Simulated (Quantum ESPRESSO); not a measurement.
## MgS (F-43m): the optical phonon under strain

Aim: the phonon deformation potentials p and q of MgS (F-43m), tested on a biaxially strained cell.

Calculated with Quantum ESPRESSO 7.5; DFT LDA, scalar-relativistic, plane waves, PseudoDojo norm-conserving pseudopotentials.

### Step 1. The relaxed structure

It takes space group F-43m (No. 216, cubic). The conventional cell has a = 5.596 Å, b = 5.596 Å, c = 5.596 Å, α = 90.00°, β = 90.00°, γ = 90.00°. Nearest to Mg lie 4 S at 2.42 Å. S has 4 Mg at 2.42 Å nearest. Farther neighbours and most contacts between anions are not listed.

Coordinates:

```cif
data_structure
_symmetry_space_group_name_H-M 'F-43m'
_symmetry_Int_Tables_number 216
_cell_length_a 5.5963
_cell_length_b 5.5963
_cell_length_c 5.5963
_cell_angle_alpha 90.000
_cell_angle_beta 90.000
_cell_angle_gamma 90.000
_cell_volume 175.27
loop_
_atom_site_label
_atom_site_type_symbol
_atom_site_symmetry_multiplicity
_atom_site_Wyckoff_symbol
_atom_site_fract_x
_atom_site_fract_y
_atom_site_fract_z
_atom_site_occupancy
Mg1 Mg 4 a 0.00000 0.00000 0.00000 1
S1 S 4 c 0.75000 0.25000 0.75000 1
```

This is the cell after its relaxation at this level of theory, not the database cell from which that began.

### Step 2. Uniaxial strain

The relaxed cell is stretched along z alone. This keeps all atoms on sites fixed by symmetry and splits the threefold mode into a singlet, polarised along z, and a doublet. The macroscopic field is left out, so these are transverse modes. Cutoff 92 Ry, k mesh 8×8×8.

From the response at ε_zz = 0.01:

The program printed:

```text
[banners, grids, parts of the stress and lines that vanish by symmetry left out]
Program PHONON v.7.5
     Reading xml data from directory:

[...]
Exchange-correlation= PW
                           (   1   4   0   0   0   0   0)
[...]
kinetic-energy cut-off    =      92.0000  Ry
     charge density cut-off    =     368.0000  Ry
     convergence threshold     =      1.0E-18
[...]
Exchange-correlation= PW
                           (   1   4   0   0   0   0   0)
[...]
q = (   0.0000000   0.0000000   0.0000000 )
      9 Sym.Ops. (with q -> -q+G )
     G cutoff =  526.5055  (  35645 G-vectors)     FFT grid: ( 45, 45, 45)
     number of k points=    59
[...]
Mode symmetry, D_2d (-42m) point group:
[...]
Representation #   1 mode #   1
[...]
End of self-consistent calculation
     Convergence has been achieved
     Representation #   2 mode #   2
[...]
End of self-consistent calculation
     Convergence has been achieved
     Representation #   3 modes #   3   4
[...]
End of self-consistent calculation
     Convergence has been achieved
     Representation #   4 modes #   5   6
[...]
End of self-consistent calculation
     Convergence has been achieved
[...]
q = (    0.000000000   0.000000000   0.000000000 )
[...]
freq (    1) =       0.124933 [THz] =       4.167319 [cm-1]
     freq (    2) =       0.136421 [THz] =       4.550501 [cm-1]
     freq (    3) =       0.136421 [THz] =       4.550501 [cm-1]
     freq (    4) =      10.107302 [THz] =     337.143303 [cm-1]
     freq (    5) =      10.107302 [THz] =     337.143303 [cm-1]
     freq (    6) =      10.186604 [THz] =     339.788538 [cm-1]
[...]
Mode symmetry, D_2d (-42m) point group:
     freq (   1-   1) =          4.2  [cm-1]   --> B_2  X_3  W_2   I+R
     freq (   2-   3) =          4.6  [cm-1]   --> E    X_5  W_3   I+R
     freq (   4-   5) =        337.1  [cm-1]   --> E    X_5  W_3   I+R
     freq (   6-   6) =        339.8  [cm-1]   --> B_2  X_3  W_2   I+R

   JOB DONE.
```

```csv
ε_zz,singlet (cm⁻¹),doublet (cm⁻¹),σ_zz (GPa),σ_xx (GPa)
-0.01,346.72,349.64,-0.746,-0.561
-0.005,345.06,346.49,-0.370,-0.274
0,343.36,343.36,0.004,0.004
0.005,341.59,340.24,0.376,0.274
0.01,339.79,337.14,0.747,0.535
```

Stress is counted positive in tension.

### Step 3. The fit

To first order ω² − ω₀² = p ε_zz + q (ε_xx + ε_yy) for the mode along z, and likewise for x and y. With ε_zz alone the singlet gives p and the doublet q.

The linear terms of parabolas through ω² are p = -2.02 ω₀² and q = -3.64 ω₀², with ω₀ = 343.4 cm⁻¹. Those of the stresses are C11 = 75 GPa and C12 = 55 GPa. Under hydrostatic strain p and q imply γ = −(p + 2q)/(6 ω₀²) = 1.55.

A layer held to an in-plane strain ε and free along z takes ε_zz = −2 (C12/C11) ε = -1.468 ε. To first order the singlet then shifts by (q − p C12/C11) ε / ω₀ = -741 ε cm⁻¹. For ε = -0.006, ε_zz = 0.00881, the formulas for ω² predict 347.78 cm⁻¹ for the singlet and 343.68 cm⁻¹ for the doublet.

### Step 4. A biaxially strained cell

This run was no part of the fit.

The program printed:

```text
[banners, grids, parts of the stress and lines that vanish by symmetry left out]
[banner, memory and clock lines left out]
Program PHONON v.7.5

[...]
Exchange-correlation= PW
                           (   1   4   0   0   0   0   0)
[...]
kinetic-energy cut-off    =      92.0000  Ry
     charge density cut-off    =     368.0000  Ry
     convergence threshold     =      1.0E-18
[...]
Exchange-correlation= PW
                           (   1   4   0   0   0   0   0)
[...]
q = (   0.0000000   0.0000000   0.0000000 )
      9 Sym.Ops. (with q -> -q+G )
     G cutoff =  522.7611  (  35093 G-vectors)     FFT grid: ( 45, 45, 45)
     number of k points=    59
[...]
Mode symmetry, D_2d (-42m) point group:
[...]
Representation #   1 mode #   1
[...]
End of self-consistent calculation
     Convergence has been achieved
     Representation #   2 mode #   2
[...]
End of self-consistent calculation
     Convergence has been achieved
     Representation #   3 modes #   3   4
[...]
End of self-consistent calculation
     Convergence has been achieved
     Representation #   4 modes #   5   6
[...]
End of self-consistent calculation
     Convergence has been achieved
[...]
q = (    0.000000000   0.000000000   0.000000000 )
[...]
freq (    1) =       0.127909 [THz] =       4.266592 [cm-1]
     freq (    2) =       0.139589 [THz] =       4.656178 [cm-1]
     freq (    3) =       0.139589 [THz] =       4.656178 [cm-1]
     freq (    4) =      10.300741 [THz] =     343.595740 [cm-1]
     freq (    5) =      10.300741 [THz] =     343.595740 [cm-1]
     freq (    6) =      10.425226 [THz] =     347.748124 [cm-1]
[...]
Mode symmetry, D_2d (-42m) point group:
     freq (   1-   1) =          4.3  [cm-1]   --> B_2  X_3  W_2   I+R
     freq (   2-   3) =          4.7  [cm-1]   --> E    X_5  W_3   I+R
     freq (   4-   5) =        343.6  [cm-1]   --> E    X_5  W_3   I+R
     freq (   6-   6) =        347.7  [cm-1]   --> B_2  X_3  W_2   I+R
```

```csv
mode,predicted (cm⁻¹),run (cm⁻¹)
singlet,347.78,347.75
doublet,343.68,343.60
```

The stress along z is 0.014 GPa and that in the plane -0.294 GPa; the unstrained cell carries 0.004 GPa.

### Step 5. What came out

* p (in units of the squared frequency): -2.018
* q (same units): -3.641
* shift of the singlet per unit of biaxial strain: -741 cm⁻¹
* C11 and C12: 75 and 55 GPa

In words: To first order, one per cent of tensile biaxial strain moves the singlet of MgS (F-43m) by -7.4 cm⁻¹ and the doublet by -0.5 cm⁻¹; the formulas miss the test run by up to 0.08 cm⁻¹. In backscattering from (001) the mode polarised along z is the one seen in diamond and zinc-blende crystals; in a polar crystal it is the LO mode, whose potentials differ somewhat from these. The third potential, r, needs shear strain and a relaxation of the atoms, which was not run. These are harmonic values at zero temperature.

[Host names and launcher messages were left out of these logs when they were recorded.]

[Logs are printed without paths, hosts, clocks, repeated set-up lines and the standing remarks that a program may print on its own settings, such as how far it seeks lower states.]

[Hosts, paths, dates, database ids (printed as entryN), source tags and the programs' standing remarks are cut or masked in the printed files.]
